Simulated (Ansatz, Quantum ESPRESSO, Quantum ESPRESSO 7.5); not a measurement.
# Conductance against width: a Si chain with one bond drawn out

Wanted: T at the Fermi level along a series, and its decay constant, for a Si chain with one bond drawn out.

Program: Quantum ESPRESSO 7.5. Level of theory: plane-wave DFT, LDA, GBRV ultrasoft pseudopotentials (cross-check by Ansatz 0.2.0 with PAW datasets). Results are calculated unless marked as measured.

### 1. Set-up

The cell holds 10 atoms: 10 Si. Its edges and angles: a = 7.500 Å, b = 7.500 Å, c = 22.500 Å, α = 90.0°, β = 90.0°, γ = 90.0°. Regions: left lead, 5 atoms (5 Si); right lead, 5 atoms (5 Si). Vacuum lies along a and b. The structure is stacked along c, and the current runs across the ab planes.

### 2. Ground state, 0.5 Å

One periodic cell holds a stretch of lead, the junction and more lead; the atoms stay as built.

File j0.scf.in:

```
&control
  prefix = 'j0.scf'
  outdir = './out'
  pseudo_dir = './pseudo'
  calculation = 'scf'
  tprnfor = .true.
/
&system
  ibrav = 0
  nat = 10
  ntyp = 1
  ecutwfc = 34
  ecutrho = 170
  occupations = 'smearing'
  smearing = 'mv'
  degauss = 0.01
/
&electrons
  conv_thr = 1e-07
  mixing_beta = 0.25
  electron_maxstep = 120
  mixing_mode = 'local-TF'
/
ATOMIC_SPECIES
  Si  28.0850  si_lda_v1.uspp.F.UPF
CELL_PARAMETERS angstrom
  7.50000000000000 0.00000000000000 0.00000000000000
  0.00000000000000 7.50000000000000 0.00000000000000
  0.00000000000000 0.00000000000000 22.50000000000000
ATOMIC_POSITIONS crystal
  Si  0.500000000000 0.500000000000 0.000000000000
  Si  0.500000000000 0.500000000000 0.097777777778
  Si  0.500000000000 0.500000000000 0.195555555556
  Si  0.500000000000 0.500000000000 0.293333333333
  Si  0.500000000000 0.500000000000 0.391111111111
  Si  0.500000000000 0.500000000000 0.511111111111
  Si  0.500000000000 0.500000000000 0.608888888889
  Si  0.500000000000 0.500000000000 0.706666666667
  Si  0.500000000000 0.500000000000 0.804444444444
  Si  0.500000000000 0.500000000000 0.902222222222
K_POINTS automatic
  1 1 3 0 0 0
```

Launch:

```
OMP_NUM_THREADS=1 mpirun -n 4 pw.x -nk 1 -in j0.scf.in > j0.scf.out
```

The program printed:

```text
Program PWSCF v.7.5 starts
[citation notice left out]

     Parallel version (MPI & OpenMP), running on       4 processor cores
     Number of MPI processes:                 4
     Threads/MPI process:                     1

     MPI processes distributed on     1 nodes
[...]
Current dimensions of program PWSCF are:
     Max number of different atomic species (ntypx) = 10
     Max number of k-points (npk) =  40000
     Max angular momentum in pseudopotentials (lmaxx) =  4
     Message from routine setup:
     using ibrav=0 with symmetry is DISCOURAGED, use correct ibrav instead

     R & G space division:  proc/nbgrp/npool/nimage =       4
     Subspace diagonalization in iterative solution of the eigenvalue problem:
     a serial algorithm will be used

     Parallelization info
     --------------------
     sticks:   dense  smooth     PW     G-vecs:    dense   smooth      PW
     Min         677     544    138                79837    57180    7328
     Max         678     545    139                79854    57191    7337
     Sum        2709    2177    553               319373   228741   29327

     Using Slab Decomposition

     bravais-lattice index     =            0
     lattice parameter (alat)  =      14.1729  a.u.
     unit-cell volume          =    8540.8608 (a.u.)^3
     number of atoms/cell      =           10
     number of atomic types    =            1
     number of electrons       =        40.00
     number of Kohn-Sham states=           24
     kinetic-energy cutoff     =      34.0000  Ry
     charge density cutoff     =     170.0000  Ry
     scf convergence threshold =      1.0E-07
     mixing beta               =       0.2500
     number of iterations used =            8  local-TF  mixing
     Exchange-correlation= SLA  PZ   NOGX NOGC
                           (   1   1   0   0   0   0   0)

     celldm(1)=  14.172946  celldm(2)=   0.000000  celldm(3)=   0.000000
     celldm(4)=   0.000000  celldm(5)=   0.000000  celldm(6)=   0.000000

     crystal axes: (cart. coord. in units of alat)
               a(1) = (   1.000000   0.000000   0.000000 )
               a(2) = (   0.000000   1.000000   0.000000 )
               a(3) = (   0.000000   0.000000   3.000000 )

     reciprocal axes: (cart. coord. in units 2 pi/alat)
               b(1) = (  1.000000  0.000000  0.000000 )
               b(2) = (  0.000000  1.000000  0.000000 )
               b(3) = (  0.000000  0.000000  0.333333 )

     PseudoPot. # 1 for Si read from file:
     ./pseudo/si_lda_v1.uspp.F.UPF
     Pseudo is Ultrasoft + core correction, Zval =  4.0
     Generated by new atomic code, or converted to UPF format
     Using radial grid of  899 points,  6 beta functions with:
                l(1) =   0
                l(2) =   0
                l(3) =   1
                l(4) =   1
                l(5) =   2
                l(6) =   2
     Q(r) pseudized with  8 coefficients,  rinner =    0.900   0.900   0.900
                                                       0.900   0.900

     atomic species   valence    mass     pseudopotential
     Si                4.00    28.08500     Si( 1.00)

      8 Sym. Ops. (no inversion) found

   Cartesian axes

     site n.     atom                  positions (alat units)
         1        Si     tau(   1) = (   0.5000000   0.5000000   0.0000000  )
         2        Si     tau(   2) = (   0.5000000   0.5000000   0.2933333  )
         3        Si     tau(   3) = (   0.5000000   0.5000000   0.5866667  )
         4        Si     tau(   4) = (   0.5000000   0.5000000   0.8800000  )
         5        Si     tau(   5) = (   0.5000000   0.5000000   1.1733333  )
         6        Si     tau(   6) = (   0.5000000   0.5000000   1.5333333  )
         7        Si     tau(   7) = (   0.5000000   0.5000000   1.8266667  )
         8        Si     tau(   8) = (   0.5000000   0.5000000   2.1200000  )
         9        Si     tau(   9) = (   0.5000000   0.5000000   2.4133333  )
        10        Si     tau(  10) = (   0.5000000   0.5000000   2.7066667  )

     number of k points=     2  Marzari-Vanderbilt smearing, width (Ry)=  0.0100
                       cart. coord. in units 2pi/alat
        k(    1) = (   0.0000000   0.0000000   0.0000000), wk =   0.6666667
        k(    2) = (   0.0000000   0.0000000   0.1111111), wk =   1.3333333

     Dense  grid:   319373 G-vectors     FFT dimensions: (  60,  60, 180)

     Smooth grid:   228741 G-vectors     FFT dimensions: (  54,  54, 160)

     Estimated max dynamical RAM per process >     334.09 MB

     Estimated total dynamical RAM >       1.31 GB

     Initial potential from superposition of free atoms

     starting charge      39.9940, renormalised to      40.0000

     negative rho (up, down):  1.715E-05 0.000E+00
     Starting wfcs are   40 randomized atomic wfcs

     total cpu time spent up to now is        1.1 secs

     per-process dynamical memory:    71.4 Mb

     Self-consistent Calculation

     iteration #  1     ecut=    34.00 Ry     beta= 0.25
     Davidson diagonalization with overlap
     ethr =  1.00E-02,  avg # of iterations =  2.0

     Threshold (ethr) on eigenvalues was too large:
     Diagonalizing with lowered threshold

     Davidson diagonalization with overlap
     ethr =  8.96E-04,  avg # of iterations =  1.0

     negative rho (up, down):  2.476E-07 0.000E+00

     total cpu time spent up to now is        4.3 secs

     total energy              =     -94.66528826 Ry
     estimated scf accuracy    <       0.38954504 Ry

     iteration #  2     ecut=    34.00 Ry     beta= 0.25
[...]
total energy              =     -94.55136861 Ry
     estimated scf accuracy    <       0.26544882 Ry

     iteration #  3     ecut=    34.00 Ry     beta= 0.25
[...]
total energy              =     -94.59332036 Ry
     estimated scf accuracy    <       0.06933942 Ry

     iteration #  4     ecut=    34.00 Ry     beta= 0.25
[...]
total energy              =     -94.58927941 Ry
     estimated scf accuracy    <       0.03385042 Ry

     iteration #  5     ecut=    34.00 Ry     beta= 0.25
[...]
total energy              =     -94.58668539 Ry
     estimated scf accuracy    <       0.01101224 Ry

     iteration #  6     ecut=    34.00 Ry     beta= 0.25
[...]
total energy              =     -94.58859628 Ry
     estimated scf accuracy    <       0.00281354 Ry

     iteration #  7     ecut=    34.00 Ry     beta= 0.25
[...]
negative rho (up, down):  5.940E-07 0.000E+00

[...]
total energy              =     -94.58759270 Ry
     estimated scf accuracy    <       0.01302771 Ry

     iteration #  8     ecut=    34.00 Ry     beta= 0.25
[...]
negative rho (up, down):  3.212E-06 0.000E+00

[...]
total energy              =     -94.58870905 Ry
     estimated scf accuracy    <       0.00030153 Ry

     iteration #  9     ecut=    34.00 Ry     beta= 0.25
[...]
negative rho (up, down):  7.472E-06 0.000E+00

[...]
total energy              =     -94.58889913 Ry
     estimated scf accuracy    <       0.00026400 Ry

     iteration # 10     ecut=    34.00 Ry     beta= 0.25
[...]
negative rho (up, down):  3.885E-06 0.000E+00

[...]
total energy              =     -94.58895500 Ry
     estimated scf accuracy    <       0.00012827 Ry

     iteration # 11     ecut=    34.00 Ry     beta= 0.25
[...]
negative rho (up, down):  2.091E-05 0.000E+00

[...]
total energy              =     -94.58897647 Ry
     estimated scf accuracy    <       0.00002019 Ry

     iteration # 12     ecut=    34.00 Ry     beta= 0.25
[...]
negative rho (up, down):  4.051E-05 0.000E+00

[...]
total energy              =     -94.58897953 Ry
     estimated scf accuracy    <       0.00000553 Ry

     iteration # 13     ecut=    34.00 Ry     beta= 0.25
[...]
negative rho (up, down):  3.485E-05 0.000E+00

[...]
total energy              =     -94.58898061 Ry
     estimated scf accuracy    <       0.00000231 Ry

     iteration # 14     ecut=    34.00 Ry     beta= 0.25
[...]
negative rho (up, down):  3.275E-05 0.000E+00

[...]
total energy              =     -94.58898019 Ry
     estimated scf accuracy    <       0.00000140 Ry

     iteration # 15     ecut=    34.00 Ry     beta= 0.25
[...]
negative rho (up, down):  3.644E-05 0.000E+00

[...]
total energy              =     -94.58898061 Ry
     estimated scf accuracy    <       0.00000067 Ry

     iteration # 16     ecut=    34.00 Ry     beta= 0.25
[...]
negative rho (up, down):  3.535E-05 0.000E+00

[...]
total energy              =     -94.58898063 Ry
     estimated scf accuracy    <       0.00000012 Ry

     iteration # 17     ecut=    34.00 Ry     beta= 0.25
[...]
negative rho (up, down):  3.450E-05 0.000E+00

[...]
total energy              =     -94.58898072 Ry
     estimated scf accuracy    <       0.00000027 Ry

     iteration # 18     ecut=    34.00 Ry     beta= 0.25
[...]
negative rho (up, down):  3.460E-05 0.000E+00

[...]
total energy              =     -94.58898070 Ry
     estimated scf accuracy    <       0.00000021 Ry

     iteration # 19     ecut=    34.00 Ry     beta= 0.25
[...]
negative rho (up, down):  3.335E-05 0.000E+00

[...]
End of self-consistent calculation

          k = 0.0000 0.0000 0.0000 ( 28495 PWs)   bands (ev):

   -12.7700 -12.5322 -12.2672 -11.6400 -11.3837 -10.3281  -9.9477  -8.4960
    -8.0803  -6.6525  -4.8250  -4.7274  -4.7274  -4.4956  -4.4956  -4.3059
    -4.3059  -3.6462  -3.6462  -3.5031  -3.5031  -2.9753  -2.4756  -2.3794

          k = 0.0000 0.0000 0.1111 ( 28591 PWs)   bands (ev):

   -12.7628 -12.5652 -12.1927 -11.8054 -11.1568 -10.6208  -9.6047  -8.9081
    -7.6486  -6.9169  -4.7153  -4.7153  -4.5512  -4.5512  -4.5353  -4.1935
    -4.1935  -3.8790  -3.8790  -3.5677  -3.2112  -3.2112  -2.7226  -2.7226

     the Fermi energy is    -3.4764 ev

!    total energy              =     -94.58898063 Ry
     estimated scf accuracy    <       0.00000009 Ry
     smearing contrib. (-TS)   =      -0.00001301 Ry
     internal energy E=F+TS    =     -94.58896762 Ry

     The total energy is F=E-TS. E is the sum of the following terms:
     one-electron contribution =     -83.93442814 Ry
     hartree contribution      =      46.59573826 Ry
     xc contribution           =     -40.97654793 Ry
     ewald contribution        =     -16.27372982 Ry

     convergence has been achieved in  19 iterations

     negative rho (up, down):  3.335E-05 0.000E+00

     Forces acting on atoms (cartesian axes, Ry/au):

     atom    1 type  1   force =     0.00000000    0.00000000    0.01395536
     atom    2 type  1   force =     0.00000000    0.00000000   -0.00261953
     atom    3 type  1   force =     0.00000000    0.00000000   -0.00318539
     atom    4 type  1   force =     0.00000000    0.00000000    0.00199963
     atom    5 type  1   force =     0.00000000    0.00000000    0.02425803
     atom    6 type  1   force =     0.00000000    0.00000000   -0.02425939
     atom    7 type  1   force =     0.00000000    0.00000000   -0.00199987
     atom    8 type  1   force =     0.00000000    0.00000000    0.00318726
     atom    9 type  1   force =     0.00000000    0.00000000    0.00262015
     atom   10 type  1   force =     0.00000000    0.00000000   -0.01395626

     Total force =     0.040106     Total SCF correction =     0.000327

[...]
=------------------------------------------------------------------------------=
   JOB DONE.
=------------------------------------------------------------------------------=
```

It took 39 s on 4 MPI ranks of Arm Neoverse V1, shared host; peak memory 1.4 GiB; 2.6 min of CPU time.

Numbers from this step:

- free energy: -1286.9486 eV
- Fermi energy: -3.476 eV

The run needed 19 iterations to bring the estimated error under 1e-07 Ry; the largest force on any atom, held or free, is 0.62 eV/Å.

(Part 1 of 5 ends here.)

[Logs are printed without paths, hosts, clocks, repeated set-up lines and the standing remarks that a program may print on its own settings, such as how far it seeks lower states.]

[Hosts, paths, dates, database ids (printed as entryN), source tags and the programs' standing remarks are cut or masked in the printed files.]

[Maps of the electrostatic potential energy from Ansatz leave out the sawtooth potential of an applied field or a dipole correction, so their vacuum need not be flat; planar profiles and work functions include it.]
